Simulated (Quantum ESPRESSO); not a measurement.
# KPtO3: parallel moments in the primitive cell

Does KPtO3 keep a moment from a parallel start?

Program: Quantum ESPRESSO 7.5. Level of theory: LDA with U = 1.5 eV on Pt d (ortho-atomic projectors); plane waves with GBRV 1.5 LDA potentials, no spin-orbit coupling. Results are calculated unless marked as measured.

This is a report of a sequence of runs, with most program output left out.

## Step 1: The structure

Symmetry: Pm-3m, No. 221, cubic system. Conventional cell: a = 4.046 Å, b = 4.046 Å, c = 4.046 Å, α = 90.00°, β = 90.00°, γ = 90.00°. Nearest to K lie 12 O at 2.86 Å. Nearest to Pt lie 6 O at 2.02 Å. O has 2 Pt at 2.02 Å and 4 K at 2.86 Å nearest. Farther neighbours and most contacts between anions are not listed.

The cell comes from Materials Project 2023-11-01, a database of computed structures, and need not be the stable phase.

## Step 2: Run 1 (ferro +)

The signs are those of the starting moments on the seeded atoms, the atoms that are given a moment.

pw.in

```
&CONTROL
  calculation = 'scf'
  prefix = 'pwscf'
  outdir = './tmp'
  pseudo_dir = './pseudo'
  disk_io = 'nowf'
/
&SYSTEM
  ibrav = 0
  nat = 5
  ntyp = 3
  ecutwfc = 40
  ecutrho = 280
  nbnd = 31
  occupations = 'smearing'
  smearing = 'fd'
  degauss = 0.00999582
  nspin = 2
  starting_magnetization(1) = 0
  starting_magnetization(2) = 0.0625
  starting_magnetization(3) = 0
/
&ELECTRONS
  conv_thr = 1d-08
  electron_maxstep = 150
  mixing_beta = 0.3
/
ATOMIC_SPECIES
K      39.0983 k_lda_v1.4.uspp.F.UPF
Pt    195.0840 pt_lda_v1.4.uspp.F.UPF
O      15.9990 o_lda_v1.2.uspp.F.UPF
CELL_PARAMETERS angstrom
   4.0464110000    0.0000000000    0.0000000000
   0.0000000000    4.0464110000    0.0000000000
   0.0000000000    0.0000000000    4.0464110000
ATOMIC_POSITIONS crystal
K       0.5000000000    0.5000000000    0.5000000000
Pt      0.0000000000    0.0000000000    0.0000000000
O       0.0000000000    0.5000000000    0.0000000000
O       0.5000000000    0.0000000000    0.0000000000
O       0.0000000000    0.0000000000    0.5000000000
K_POINTS automatic
6 6 6 0 0 0
HUBBARD {ortho-atomic}
U Pt-5d 1.5000
```

Started as:

```bash
> OMP_NUM_THREADS=1 mpirun -n 2 pw.x -nk 2 -in pw.in > pw.out
```

Run time: 23 s. Hardware: 2 MPI ranks of AMD EPYC 9R45, shared host; peak memory 0.36 GiB.

Spin moment in the atom's sphere by atom:

```csv
atom,spin moment in the atom's sphere (μB)
K1,0.006
Pt2,0.366
O3,0.208
O4,0.208
O5,0.208
```

Read from the output:

- smearing term TS: 0.2976 eV
- magnetization: 1.167 μB
- absolute magnetization: 1.179 μB
- final state: ferromagnetic

Spin density in the ac plane at fractional y = 0.000, with atoms of Pt and O within 0.2 Å of it.

Ten even steps from '0' (-0.08 e/Å³) to '9' (0.34 e/Å³), each cell a mean:
```
15321279312353
45321255311355
23211222211233
22111122111112
11111111111111
23221111111233
97321111112259
76321111112257
22211111111222
11111111111111
22211122211122
33221233211233
46321267312355
04321279212241
```
Columns run along a (4.0 Å), rows up along c (4.0 Å). Atoms in or near the plane, at fractional coordinates: Pt at (0.00, 0.00), O at (0.50, 0.00), O at (0.00, 0.50).

Valence density in the ac plane at fractional y = 0.000, with atoms of Pt and O within 0.2 Å of it. It is the smooth field of the valence electrons, not physical close to the nuclei.

Ten even steps from '0' (-3.47 × 1e0 e/Å³) to '9' (6.78 × 1e0 e/Å³), each cell a mean:
```
39644589644596
98543466543479
54433344333345
44333333333334
44333333333344
75433333333356
97433333333469
97433333333468
65433333333345
44333333333334
44333333333344
65433444433456
99544577544489
09644699744593
```
Columns run along a (4.0 Å), rows up along c (4.0 Å). Atoms in or near the plane, at fractional coordinates: Pt at (0.00, 0.00), O at (0.50, 0.00), O at (0.00, 0.50).

## Step 3: Start 2: no spin polarisation

Changes to pw.in since step 2:

```diff
@@ -17,6 +17,2 @@
   degauss = 0.00999582
-  nspin = 2
-  starting_magnetization(1) = 0
-  starting_magnetization(2) = 0.0625
-  starting_magnetization(3) = 0
 /
```

Wall time 8.9 s (2 MPI ranks); peak memory 0.24 GiB; 17 s of CPU time.

Read from the output:

| Item | Value |
| --- | --- |
| smearing term TS | 0.3426 eV |
| final state | non-magnetic (no spin polarisation) |

## Step 4: Energies of the orders

An order is kept where moments of 0.15 μB or more survive with the typed signs; meshes match where a doubled cell samples the same k points as the first cell.

Orders:

```csv
start,final state,typed order kept,energy over the lowest (meV a seeded atom),largest site moment (μB),net moment (μB a cell of the first run),mesh matched,CPU time (s)
ferro +,ferromagnetic,yes,0,0.3657,1.167,yes,44.94
no spin polarisation,non-magnetic,-,4.546,0,0,yes,17.36
```

## Step 5: The lowest state again, with its states saved

Changes to pw.in since step 3:

```diff
@@ -5,3 +5,3 @@
   pseudo_dir = './pseudo'
-  disk_io = 'nowf'
+  disk_io = 'low'
 /
@@ -9,2 +9,3 @@
   ibrav = 0
+  celldm(1) = 8
   nat = 5
@@ -13,3 +14,3 @@
   ecutrho = 280
-  nbnd = 31
+  nbnd = 35
   occupations = 'smearing'
@@ -17,2 +18,6 @@
   degauss = 0.00999582
+  nspin = 2
+  starting_magnetization(1) = 0
+  starting_magnetization(2) = 0.0625
+  starting_magnetization(3) = 0
 /
@@ -27,6 +32,6 @@
 O      15.9990 o_lda_v1.2.uspp.F.UPF
-CELL_PARAMETERS angstrom
-   4.0464110000    0.0000000000    0.0000000000
-   0.0000000000    4.0464110000    0.0000000000
-   0.0000000000    0.0000000000    4.0464110000
+CELL_PARAMETERS alat
+   0.9558260722091    0.0000000000000    0.0000000000000
+   0.0000000000000    0.9558260722091    0.0000000000000
+   0.0000000000000    0.0000000000000    0.9558260722091
 ATOMIC_POSITIONS crystal
```

Wall time 21 s (2 MPI ranks); peak memory 0.37 GiB.

This step gave:

- smearing term TS: 0.2980 eV
- magnetization: 1.162 μB
- absolute magnetization: 1.174 μB
- final state: ferromagnetic
- largest moment: 0.3643 μB

## Step 6: Löwdin moments

projwfc.x projects the saved states on orthogonalised atomic orbitals of the pseudopotential files.

Elapsed: 1.5 s, on 2 MPI ranks; peak memory 0.1 GiB; 2.8 s of CPU time.

```csv
atom,moment in the sphere (μB),Löwdin moment (μB),Löwdin charge (e)
K1,0.006,0.012,8.424
Pt2,0.364,0.374,15.439
O3,0.207,0.257,6.332
O4,0.207,0.257,6.332
O5,0.207,0.257,6.332
```

## Step 7: Occupations of the corrected shells in the lowest state

Occupations of the Hubbard shells:

```csv
block,type,shell,spin,electrons,occupation numbers
2,Pt,5d,up,4.148,0.629 0.629 0.963 0.963 0.963
2,Pt,5d,down,3.762,0.594 0.594 0.858 0.858 0.858
```

## Step 8: Results

- state found: ferromagnetic (from ferro +)
- largest site moment: 0.366 μB
- state without moments (under the same U): 4.55 meV a seeded atom higher

**Reading.** Under a U the spinless run pays the Hubbard penalty of a partly filled shell, so its energy overstates what forming the moments gains. The largest moment reads 0.36 μB in the sphere and 0.37 μB by Löwdin projection; a site moment hangs on how space is shared out. No opposed start was run, so this says nothing of the order that the crystal takes. Energies are free energies at an electronic temperature of 1580 K, which lowers moments and differences where the moments are itinerant. Degenerate orbitals of a corrected shell are partly filled. Whether a state of lower symmetry lies under this one was not tested; under a U it often does.

[Logs and program files are shortened in this print: banners, set-up blocks, solver, clock and traceback lines can be left out without a mark of their own.]

[Logs are printed without paths, hosts, clocks, repeated set-up lines and the standing remarks that a program may print on its own settings, such as how far it seeks lower states.]

[Hosts, paths, dates, database ids (printed as entryN), source tags and the programs' standing remarks are cut or masked in the printed files.]

[Where a cell is said to come from a database of computed structures, the database is the Materials Project.]
